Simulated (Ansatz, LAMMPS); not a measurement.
# B in place of C at several sites of amorphous carbon (150 atoms), part 2 of 2

Aim: make B in place of C at several sites of amorphous carbon (150 atoms), relax each, and compare their energies.

Ansatz 0.2.0; Kohn-Sham DFT, PBE, PAW (set soft_2), plane waves.

The cell: 150 C. The quench rate of 100 K/ps is orders of magnitude faster than experiment. The starting topology of bonds comes from the classical model. Only the Γ point is sampled, in a cell whose shortest periodic width is 10 Å.

So far. Step 2 (Single point at the start): The r.m.s. force at the start is 1.3 eV/Å. Step 3 (Relaxation): The relaxation converged after 53 steps, 34.2 eV below its start, with a largest force component of 0.048 eV/Å.

**4. Single point at the relaxed geometry**

One more single point at the end of the walk gives the fuller output and checks the residual forces.

input.yaml

```yaml
crystal:
  lattice:
    - [10.0824, 0.0, 0.0]
    - [0.0, 10.0824, 0.0]
    - [0.0, 0.0, 10.0824]
  atoms:
    - { symbol: C, position: [0.18542, 0.25009, 0.68729] }
    - { symbol: C, position: [0.42123, 0.15941, 0.76588] }
    - { symbol: C, position: [0.03103, 0.22288, 0.33185] }
    - { symbol: C, position: [0.01845, 0.4832, 0.70091] }
    - { symbol: C, position: [0.06623, 0.26204, 0.46788] }
    - { symbol: C, position: [0.35954, 0.92107, 0.77806] }
    [... 138 atom lines left out ...]
    - { symbol: C, position: [0.44442, 0.44577, 0.49666] }
    - { symbol: C, position: [0.80565, 0.61761, 0.63954] }
    - { symbol: C, position: [0.51803, 0.74816, 0.71178] }
    - { symbol: C, position: [0.32079, 0.36287, 0.83961] }
    - { symbol: C, position: [0.03444, 0.74888, 0.61666] }
    - { symbol: C, position: [0.8613, 0.37149, 0.40921] }
kpoints:
  mp_grid: { grid: [1, 1, 1] }
hamiltonian:
  xc: pbe
scf:
  occupations: { method: gaussian, width: 0.05 }
output:
  forces: true
  stress: true
  populations: true
  dos:
    method: { smearing: { sigma: 0.08 } }
    de: 0.1
    projected: { site_lists: { C: [C] } }
  eigenvalues: true
  write_density: true
  write_potential: true
  volumetric_format: npy
  elf: true
```

The run is started by

```console
> ansatz run input.yaml --threads 4 --pin off --max-ram 8192MiB --backend cpu --events-out ev --progress --plain --runs-dir out
```

What it wrote:

```text
[...]
Crystal: 150 atoms, lattice volume = 1024.924 Å³
Basis set: ecut = 420 eV, 20005 PW (Γ), exchange–correlation on 144×144×144 points (8 copies of the dense FFT grid, shifted against one another)
Bands: 450, of which v1, the nominal top of the filled ones, is band 300 counted from 1 (299 counted from 0)
Symmetry: 1 space group operations
[...]
k-points: 1
[...]
SCF iter   1: F=—  HF=-37526.517810 eV  |F-HF|=—  |Δ(HF+E_count)|=         —  Δρ=1.68e-2  dr2=6.74e0  ethr=1.77e-3  ⟨swp⟩=6.0  Hψ=1839  notcnv=0  defer=116
[...]
SCF iter   9: F=-37525.466679 eV  HF=-37525.466679 eV  |F-HF|=8.68e-9  |Δ(HF+E_count)|=   2.07e-8  Δρ=8.73e-7  dr2=1.46e-8  ethr=1.67e-11  ⟨swp⟩=20.0  Hψ=3565  notcnv=0
SCF 1 converged in 9 iterations: F = -37525.466679 eV  dr2 = 1.46e-8
[...]
SCF converged after 9 iterations
Free energy (F): -37525.466679 eV
[...]
Internal energy: -37525.462932 eV  (E = F + TS)
E sigma→0 (E₀):  -37525.464805 eV
Entropy (-TS):   -0.003747 eV (-0.025 meV/atom)
Fermi energy:    10.802240 eV
[...]
--- Forces (eV/Å), atoms counted from 1 ---
  atom   1  C     -0.00030670     0.00698973     0.00435518
  atom   2  C     -0.00697164     0.00607790     0.00349460
  atom   3  C     -0.00723804     0.00769317    -0.00123528
  atom   4  C      0.00351206    -0.00137480     0.00035811
  atom   5  C     -0.03310526     0.00372898    -0.01674379
  atom   6  C     -0.00705443     0.00271409     0.00587949
  atom   7  C     -0.01519497     0.00736756    -0.01311885
  atom   8  C      0.00174496     0.00596379    -0.00368148
  atom   9  C      0.00962454    -0.00047215     0.00400345
  atom  10  C     -0.00386339    -0.00597465     0.01635772
  atom  11  C     -0.01382584     0.03164160    -0.03179702
  atom  12  C     -0.00499283     0.00760358     0.00228589
  atom  13  C      0.00808294    -0.00547549    -0.00531037
  atom  14  C     -0.01916933     0.02281599     0.01019109
[...]
atom 149  C     -0.00190874    -0.00737545    -0.00100353
  atom 150  C     -0.01458343    -0.01705666     0.00605831
  max |Σ_I F_I| component: 3.42e-5 eV/Å
--- Stress (GPa, compression-positive) ---
       -7.837819      -0.418455      -6.538743
       -0.418455      -3.745067       5.916548
       -6.538743       5.916548      -3.891505
  P = ⅓ Tr σ = -5.1581 GPa (-51.581 kbar)
--- Band table (eV) ---
[...]
--- Löwdin populations: 150 sites ---
  site symbol       q [e]
     0      C      3.9895
     1      C      3.9782
     2      C      3.9856
[...]
149      C      4.0293
  spilling = 0.005720 (of n_electrons = 600.000000)
```

Wall time 45 s (4 threads of Arm Neoverse N1, shared host); peak memory 1.6 GiB; 2.8 min of CPU time.

Read from the output:

- free energy: -37525.4667 eV
- free energy per atom: -250.1698 eV/atom
- SCF cycles: 9
- pressure: -5.158 GPa
- r.m.s. force component: 0.01159 eV/Å
- longest force: 0.06279 eV/Å
- Fermi energy: 10.8 eV
- gap (highest filled to lowest empty level): 0.1647 eV
- spilling of the projection: 0.00572

**5. B on a site of C, site C85**

The site has 3 bonded neighbours (C3) at 1.51 Å on average, by cutoffs that count no bonds between two metal atoms or like ions. The change is made in the relaxed cell and the atoms are relaxed again.

input.yaml

```yaml
crystal:
  lattice:
    - [10.0824, 0.0, 0.0]
    - [0.0, 10.0824, 0.0]
    - [0.0, 0.0, 10.0824]
  atoms:
    [... atom lines 1 to 81 left out ...]
    - { symbol: C, position: [0.9098, 0.54673, 0.14934] }
    - { symbol: C, position: [0.75707, 0.86818, 0.55639] }
    - { symbol: C, position: [0.27535, 0.52111, 0.30551] }
    - { symbol: B, position: [0.25933, 0.37673, 0.69571] }
    - { symbol: C, position: [0.78042, 0.72977, 0.3329] }
    - { symbol: C, position: [0.61958, 0.17226, 0.62415] }
    - { symbol: C, position: [0.82042, 0.79014, 0.89604] }
    [... atom lines 89 to 150 left out ...]
kpoints:
  mp_grid: { grid: [1, 1, 1] }
hamiltonian:
  xc: pbe
scf:
  occupations: { method: gaussian, width: 0.05 }
output:
  forces: true
  eigenvalues: true
relax:
  f_tol: 0.05
  max_steps: 90
```

What it wrote:

```text
[...]
Crystal: 150 atoms, lattice volume = 1024.924 Å³
Basis set: ecut = 420 eV, 20005 PW (Γ), exchange–correlation on 144×144×144 points (8 copies of the dense FFT grid, shifted against one another)
Bands: 450, of which v1, the nominal top of the filled ones, is band 300 counted from 1 (299 counted from 0)
Symmetry: 1 space group operations
[...]
k-points: 1
[...]
SCF iter   1: F=—  HF=-37431.857118 eV  |F-HF|=—  |Δ(HF+E_count)|=         —  Δρ=1.64e-2  dr2=6.50e0  ethr=1.77e-3  ⟨swp⟩=6.0  Hψ=1839  notcnv=0  defer=118
[...]
SCF iter   5: F=—  HF=-37430.785384 eV  |F-HF|=—  |Δ(HF+E_count)|=   5.72e-6  Δρ=1.28e-4  dr2=2.10e-4  ethr=4.54e-7  ⟨swp⟩=2.0  Hψ=531  notcnv=0  defer=140
SCF iter   6: F=-37430.785424 eV  HF=-37430.785423 eV  |F-HF|=1.10e-6  |Δ(HF+E_count)|=   3.92e-5  Δρ=2.84e-5  dr2=9.27e-6  ethr=1.04e-8  ⟨swp⟩=15.0  Hψ=2592  notcnv=0
SCF 1 converged in 6 iterations: F = -37430.785424 eV  dr2 = 9.27e-6
[...]
relax step   1: F+E_penalty+E_count = -37430.78542383 eV  Δ(F+E_penalty+E_count) = +0.000e0 eV  max|allowed force component| = 2.782e0 eV/Å  Δτ_max = 0.0000 Å  (6 SCF iters, dr2 threshold 6.25e-5 eV, accepted)
[...]
relax step   2: F+E_penalty+E_count = -37431.13449032 eV  Δ(F+E_penalty+E_count) = -3.491e-1 eV  max|allowed force component| = 1.554e0 eV/Å  Δτ_max = 0.0456 Å  (6 SCF iters, dr2 threshold 1.00e-4 eV, accepted)
[...]
relax step   3: F+E_penalty+E_count = -37431.30694169 eV  Δ(F+E_penalty+E_count) = -1.725e-1 eV  max|allowed force component| = 4.981e-1 eV/Å  Δτ_max = 0.0551 Å  (6 SCF iters, dr2 threshold 1.00e-4 eV, accepted)
relax step   4: F+E_penalty+E_count = -37431.32904837 eV  Δ(F+E_penalty+E_count) = -2.211e-2 eV  max|allowed force component| = 1.999e-1 eV/Å  Δτ_max = 0.0284 Å  (6 SCF iters, dr2 threshold 2.55e-5 eV, accepted)
relax step   5: F+E_penalty+E_count = -37431.33709104 eV  Δ(F+E_penalty+E_count) = -8.043e-3 eV  max|allowed force component| = 1.231e-1 eV/Å  Δτ_max = 0.0153 Å  (6 SCF iters, dr2 threshold 4.11e-6 eV, accepted)
[...]
relax step   6: F+E_penalty+E_count = -37431.34013542 eV  Δ(F+E_penalty+E_count) = -3.044e-3 eV  max|allowed force component| = 4.554e-2 eV/Å  Δτ_max = 0.0077 Å  (6 SCF iters, accepted)
SCF converged after 6 iterations
Free energy (F): -37431.340135 eV
[...]
Internal energy: -37431.311926 eV  (E = F + TS)
E sigma→0 (E₀):  -37431.326031 eV
Entropy (-TS):   -0.028210 eV (-0.188 meV/atom)
Fermi energy:    10.738431 eV
[...]
Σ components = -37431.340135   (vs F -37431.340135, Δ=0.00e0)
--- Forces (eV/Å), atoms counted from 1 ---
  atom   1  C      0.00744420     0.00140012    -0.01869181
  atom   2  C     -0.00557396    -0.00685549    -0.00512670
  atom   3  C      0.00698876    -0.00398804     0.00014096
  atom   4  C     -0.00753205     0.00285715    -0.00864666
[...]
atom 150  C      0.00815062     0.00793485     0.00670396
  max |Σ_I F_I| component: 2.66e-5 eV/Å
--- Band table (eV) ---
[...]
--- Relaxed structure (6 steps of the walk, 6 accepted, 0 SCFs on fresh bases) ---
  F+E_penalty+E_count = -37431.34013542 eV   max|allowed force component| = 4.554e-2 eV/Å
  atoms:
    - { symbol: C, position: [0.182884, 0.243779, 0.686682] }
    - { symbol: C, position: [0.420543, 0.160501, 0.764569] }
    - { symbol: C, position: [0.031052, 0.222902, 0.331967] }
    - { symbol: C, position: [0.017667, 0.483697, 0.700535] }
[...]
- { symbol: C, position: [0.860750, 0.371451, 0.408605] }
```

Elapsed: 3 min, on 4 threads; peak memory 1.6 GiB; 12 min of CPU time.

The relaxation converged after 6 steps, 0.555 eV below its start, with a largest force component of 0.046 eV/Å.

Local excerpt of 10 atoms (numbers count through the whole input) about the B atom, after relaxation; x, y, z are measured from there.

| atom | x | y | z | distance (Å) | bonds |
| --- | --- | --- | --- | --- | --- |
| B85 | 0.00 | 0.00 | 0.00 | 0.00 | 4 |
| C120 | -1.00 | 1.18 | -0.20 | 1.56 | 4 |
| C1 | -0.85 | -1.31 | -0.01 | 1.57 | 4 |
| C148 | 0.59 | -0.10 | 1.62 | 1.73 | 4 |
| C144 | 1.24 | -0.55 | -1.15 | 1.78 | 4 |
| C52 | 0.23 | -1.61 | 1.20 | 2.02 | 4 |
| C30 | -0.93 | -1.44 | -1.49 | 2.27 | 3 |
| C134 | 1.93 | 0.47 | 1.53 | 2.51 | 3 |
| C17 | -0.61 | 2.42 | 0.49 | 2.54 | 4 |
| C95 | -0.79 | 1.82 | -1.60 | 2.55 | 4 |

The largest move is 0.12 Å, by B85.

**6. B on a site of C, site C35**

The site has 4 bonded neighbours (C4) at 1.69 Å on average. 

Input and log are left out; they have the form of those shown for this kind of step.

Wall time 3.5 min (4 threads of Arm Neoverse N1, shared host); peak memory 1.6 GiB; 13 min of CPU time.

The relaxation converged after 7 steps, 0.228 eV below its start, with a largest force component of 0.033 eV/Å.

A closer look about the B atom, after relaxation: 10 atoms, nearest first, numbered in the order of the input, with positions taken from that point.

| atom | x | y | z | distance (Å) | bonds |
| --- | --- | --- | --- | --- | --- |
| B35 | 0.00 | 0.00 | 0.00 | 0.00 | 4 |
| C63 | 0.94 | -1.39 | 0.37 | 1.72 | 3 |
| C116 | -0.61 | -0.07 | -1.62 | 1.73 | 4 |
| C130 | 0.68 | 1.49 | -0.56 | 1.74 | 4 |
| C145 | -1.07 | 0.38 | 1.38 | 1.78 | 4 |
| C96 | 0.32 | 1.20 | -2.06 | 2.41 | 4 |
| C119 | -0.03 | 1.15 | 2.23 | 2.51 | 3 |
| C77 | -2.21 | 0.03 | -1.61 | 2.73 | 4 |
| C62 | -2.22 | 1.34 | 0.90 | 2.74 | 4 |
| C99 | 1.15 | -2.44 | -0.57 | 2.75 | 3 |

The largest move is 0.08 Å, by C145.

**7. B on a site of C, site C25**

The site has 4 bonded neighbours (C4) at 1.55 Å on average. 

Input and log are left out; they have the form of those shown for this kind of step.

Elapsed: 4 min, on 4 threads of Arm Neoverse N1, shared host; peak memory 1.6 GiB; 15 min of CPU time.

The relaxation converged after 8 steps, 0.379 eV below its start, with a largest force component of 0.027 eV/Å.

The surroundings of the B atom, after relaxation, nearest first, numbered as they follow in the input and with coordinates relative to it.

| atom | x | y | z | distance (Å) | bonds |
| --- | --- | --- | --- | --- | --- |
| B25 | 0.00 | 0.00 | 0.00 | 0.00 | 4 |
| C21 | -0.70 | -1.28 | -0.60 | 1.57 | 3 |
| C96 | -1.00 | 0.42 | 1.15 | 1.58 | 4 |
| C131 | -0.21 | 0.95 | -1.33 | 1.65 | 4 |
| C33 | 1.59 | -0.45 | 0.22 | 1.67 | 4 |
| C43 | 0.94 | 0.37 | -1.99 | 2.23 | 3 |
| C19 | 1.97 | -0.14 | -1.25 | 2.34 | 3 |
| C7 | -1.69 | 0.53 | -1.57 | 2.36 | 3 |
| C34 | -1.20 | -2.02 | 0.58 | 2.42 | 4 |
| C36 | -1.40 | 1.94 | 0.86 | 2.54 | 4 |

The largest move is 0.13 Å, by C21.

**8. B on a site of C, site C125**

The site has 3 bonded neighbours (C3) at 1.48 Å on average. 

Input and log are left out; they have the form of those shown for this kind of step.

Run time: 10 min. Hardware: 4 threads of Arm Neoverse N1, shared host; peak memory 1.6 GiB.

The relaxation converged after 21 steps, 0.585 eV below its start, with a largest force component of 0.023 eV/Å.

A closer look about the B atom, after relaxation: 10 atoms, nearest first, numbered in the order of the input, with positions taken from that point.

| atom | x | y | z | distance (Å) | bonds |
| --- | --- | --- | --- | --- | --- |
| B125 | 0.00 | 0.00 | 0.00 | 0.00 | 3 |
| C102 | -1.33 | -0.70 | 0.20 | 1.51 | 4 |
| C60 | 0.83 | -0.72 | -1.12 | 1.57 | 3 |
| C142 | 0.68 | 0.28 | 1.40 | 1.58 | 4 |
| C17 | -0.97 | -1.45 | 1.47 | 2.28 | 4 |
| C95 | -1.17 | -2.08 | -0.57 | 2.45 | 4 |
| C147 | 2.12 | -0.11 | 1.30 | 2.49 | 3 |
| C141 | 0.08 | -0.84 | 2.38 | 2.52 | 4 |
| C107 | -1.23 | 2.21 | -0.16 | 2.54 | 3 |
| C62 | 0.24 | -2.19 | -1.31 | 2.57 | 4 |

The largest move is 0.40 Å, by C33.

**9. B on a site of C, site C97**

The site has 4 bonded neighbours (C4) at 1.59 Å on average. 

Input and log are left out; they have the form of those shown for this kind of step.

The job ended after 2.5 min (4 threads of Arm Neoverse N1, shared host; peak memory 1.6 GiB).

The relaxation converged after 5 steps, 0.277 eV below its start, with a largest force component of 0.033 eV/Å.

A closer look about the B atom, after relaxation: 10 atoms, nearest first, numbered in the order of the input, with positions taken from that point.

| atom | x | y | z | distance (Å) | bonds |
| --- | --- | --- | --- | --- | --- |
| B97 | 0.00 | 0.00 | 0.00 | 0.00 | 4 |
| C107 | -1.41 | -0.73 | 0.16 | 1.59 | 3 |
| C89 | 0.90 | -0.71 | -1.13 | 1.61 | 4 |
| C143 | 0.86 | -0.19 | 1.38 | 1.64 | 4 |
| C135 | -0.05 | 1.61 | -0.65 | 1.74 | 4 |
| C30 | -1.39 | 1.84 | -0.16 | 2.31 | 3 |
| C64 | 2.17 | -0.58 | 0.82 | 2.39 | 3 |
| C101 | 2.15 | -1.04 | -0.44 | 2.43 | 3 |
| C80 | 1.06 | 0.32 | -2.22 | 2.48 | 3 |
| C105 | -1.90 | -1.40 | -0.93 | 2.54 | 3 |

The largest move is 0.09 Å, by C135.

**10. B on a site of C, site C33**

The site has 3 bonded neighbours (C3) at 1.55 Å on average. 

Input and log are left out; they have the form of those shown for this kind of step.

The job ended after 2.9 min (4 threads of Arm Neoverse N1, shared host; peak memory 1.6 GiB; 11 min of CPU time).

The relaxation converged after 6 steps, 0.406 eV below its start, with a largest force component of 0.032 eV/Å.

Local excerpt of 15 atoms (numbers count through the whole input) about the B atom, after relaxation; x, y, z are measured from there.

| atom | x | y | z | distance (Å) | bonds |
| --- | --- | --- | --- | --- | --- |
| B33 | 0.00 | 0.00 | 0.00 | 0.00 | 4 |
| C82 | 0.89 | 1.11 | 0.71 | 1.59 | 3 |
| C19 | 0.45 | 0.39 | -1.53 | 1.64 | 3 |
| C25 | -1.62 | 0.51 | -0.26 | 1.71 | 4 |
| C24 | -0.05 | -1.62 | 0.81 | 1.81 | 4 |
| C21 | -2.15 | -0.76 | -0.76 | 2.41 | 3 |
| C43 | -0.59 | 0.90 | -2.24 | 2.49 | 3 |
| C128 | 0.80 | 2.51 | 0.47 | 2.68 | 3 |
| C93 | 2.31 | 0.86 | 1.13 | 2.71 | 3 |
| C131 | -1.76 | 1.40 | -1.52 | 2.72 | 4 |
| C110 | 0.81 | -2.65 | 0.01 | 2.77 | 4 |
| C59 | -1.48 | -2.09 | 1.06 | 2.78 | 3 |
| C26 | 1.85 | 0.28 | -2.12 | 2.83 | 4 |
| C96 | -2.55 | 0.93 | 0.87 | 2.85 | 4 |
| C23 | 0.56 | -1.66 | 2.26 | 2.86 | 4 |

The largest move is 0.15 Å, by B33.

**11. The sites compared**

All these cells hold the same atoms, so their energies can be compared with no chemical potential.

| site | neighbours | mean distance (Å) | atoms within 6 Å | energy over the best site (eV) | before relaxation (eV) | gain on relaxing (eV) |
| --- | --- | --- | --- | --- | --- | --- |
| C35 | C4 | 1.69 | 130 | 0.00 | 0.00 | 0.23 |
| C33 | C3 | 1.55 | 133 | 0.38 | 0.55 | 0.41 |
| C125 | C3 | 1.48 | 137 | 0.54 | 0.89 | 0.58 |
| C85 | C3 | 1.51 | 132 | 0.75 | 1.07 | 0.55 |
| C25 | C4 | 1.55 | 135 | 1.28 | 1.43 | 0.38 |
| C97 | C4 | 1.59 | 134 | 1.37 | 1.42 | 0.28 |

**12. Outcome**

The cheapest site is C35 (4 neighbours, C4); the dearest, C97 (4 neighbours, C4), costs 1.4 eV more. By coordination the energies over the best site are 0.38 to 0.75 eV with 3 neighbours and 0.00 to 1.37 eV with 4 neighbours. Relaxation gains 0.23 to 0.58 eV and leaves the best site the same.

**Limits.** Defects are neutral and interact with their images. In a disordered cell the relaxation can also rearrange atoms far from the site. Only 6 of the 150 C sites were tried, so a cheaper one may exist. The change leaves an odd electron count, and these runs have no spin polarisation. The stress is far from hydrostatic: its diagonal is -7.8, -3.7, -3.9 GPa, compression counted positive. The pressure of -5.2 GPa shows the cell to be stretched for this functional.

The DFT runs together took 44 min of wall time.

[Long decimals in the printed logs are rounded to 6 places.]

[Logs are printed without paths, hosts, clocks, repeated set-up lines and the standing remarks that a program may print on its own settings, such as how far it seeks lower states.]

[Hosts, paths, dates, database ids (printed as entryN), source tags and the programs' standing remarks are cut or masked in the printed files.]
